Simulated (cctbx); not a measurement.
# Ag2TeCl6: solution and refinement

Cell a = 6.7290 Å, b = 6.7290 Å, c = 17.3190 Å, α = 90.00°, β = 90.00°, γ = 120.00°; space group R-3 (no. 148); content Te3 Ag6 Cl18.

Simulated single-crystal data (cctbx): Mo Kα, λ = 0.71073 Å, to d = 0.77 Å, 80 % of the full sphere, strongest reflection 5000 counts, noise from counting, a 3 % proportional error and a noise floor of 15 counts (s.d.); no absorption.

Charge flipping in P1 on plain amplitudes to 0.8 Å, δ = 1.1 σ, 30 % of the reflections treated as weak, 150 cycles:

```text
cycle      R  skewness
    0  0.588     0.30
   12  0.494     3.42
   24  0.320     6.43
   36  0.289     6.30
   48  0.284     6.22
   60  0.272     6.24
   72  0.265     6.17
   84  0.270     6.23
   96  0.246     6.13
  108  0.265     6.27
  120  0.275     6.25
  132  0.258     6.12
  144  0.263     6.09
origin shift          correlation  skewness
 0.252  0.657  0.210      0.857      6.72
 0.254  0.659  0.078      0.848      6.98
 0.255  0.655  0.343      0.829      4.45
 0.258  0.659  0.443      0.804      5.48
taken: symmetry correlation 0.848, skewness 6.98
peak      x       y       z  mult  height/sigma
Q1    0.0000  0.0000  0.0000    3     20.7
Q2    0.0000  0.0000  0.2673    6     17.0
Q3    0.0138  0.3860  0.7472   18      4.1
Q4    0.0066  0.3424  0.0072   18      2.9
Q5    0.0289  0.1092  0.3179   18      2.1
Q6    0.0735  0.1147  0.0535   18      1.9
Q7    0.9939  0.3603  0.4793   18      1.9
Q8    0.0000  0.0000  0.4733    6      1.8
```

The origin is taken among those within 0.04 of the best correlation, by the skewness of the map.

Run time: 0.35 s on 1 thread of Arm Neoverse V2, on a shared host, peak memory 0.08 GiB.

**Question.** Which peaks are atoms, and which elements?

Heights go roughly as Z and multiplicities must add up to the content. First model: Q1 = Te1 (3 in the cell, height 20.7), Q2 = Ag1 (6 in the cell, height 17.0) and Q3 = Cl1 (18 in the cell, height 4.1). Against the true structure, Q1 is Te, Q2 is Ag and Q3 is Cl; the other peaks are not atoms.

Least squares on F², isotropic:

```text
Rint 0.046, 350 unique reflections to 0.77 A
cycle     R1     wR2    GooF  max shift (A)
   1  0.1204  0.2353   6.561   0.07550
   2  0.0203  0.0423   1.179   0.00001
final R1 0.0203 wR2 0.0423 GooF 1.179  parameters 7  data/parameter 50.0
atom        x        y        z      Ueq    occ   su(xyz)  su(Uiso or U11)
Te1    0.00000  0.00000  0.00000   0.0092  1.000  0.00000  0.0002
Ag1    0.00000  0.00000  0.26676   0.0102  1.000  0.00003  0.0002
Cl1    0.01427  0.39702  0.74840   0.0167  1.000  0.00020  0.0002
difference map: max 1.25 min -1.40 rms 0.28
Q1    0.0445  0.6085  0.2298   18    1.33  0.53 A from Cl1
Q2    0.9787  0.2738  0.0634   18    1.29  0.52 A from Cl1
Q3    0.0000  0.0000  0.0437    6    0.91  0.76 A from Te1
Q4    0.0000  0.0000  0.0000    3    0.89  0.00 A from Te1
Q5    0.0306  0.1296  0.2795   18    0.87  0.82 A from Ag1
```

Anisotropic refinement:

```text
Rint 0.046, 350 unique reflections to 0.77 A
cycle     R1     wR2    GooF  max shift (A)
   1  0.0203  0.0423   1.191   0.00082
   2  0.0159  0.0316   0.890   0.00000
final R1 0.0159 wR2 0.0316 GooF 0.890  parameters 14  data/parameter 25.0
atom        x        y        z      Ueq    occ   su(xyz)  su(Uiso or U11)
Te1    0.00000  0.00000  0.00000   0.0091  1.000  0.00000  0.0002
Ag1    0.00000  0.00000  0.26675   0.0102  1.000  0.00003  0.0002
Cl1    0.01413  0.39695  0.74840   0.0167  1.000  0.00015  0.0004
difference map: max 0.95 min -0.99 rms 0.25
Q1    0.0000  0.0000  0.0000    3    0.95  0.00 A from Te1
Q2    0.0000  0.0000  0.0389    6    0.86  0.67 A from Te1
Q3    0.0471  0.6033  0.4687   18    0.80  2.11 A from Cl1
Q4    0.0332  0.1425  0.2778   18    0.77  0.89 A from Ag1
Q5    0.0017  0.1099  0.6988   18    0.76  0.95 A from Ag1
Q6    0.0419  0.4765  0.2594   18    0.75  1.10 A from Cl1
```

**Reading.** The refinement ends at R1 = 0.0159, wR2 = 0.0316, GooF = 0.89, with difference density between -0.99 and 0.95 e/Å³. Every site matches the true model in element, within 0.001 Å r.m.s., up to an allowed shift of origin.

True model:

```
atom  mult.       x       y       z  Ueq (Å²)
 Te1      3     1/3     2/3     1/6    0.0093
 Ag1      6       0       0  0.2333    0.0103
 Cl1     18  0.6030  0.6174  0.2485    0.0168
```

This is a model crystal, built by substitution and not relaxed, with assumed displacement parameters.

[Middle refinement cycles are left out of these outputs.]

[Logs are printed without paths, hosts, clocks, repeated set-up lines and the standing remarks that a program may print on its own settings, such as how far it seeks lower states.]
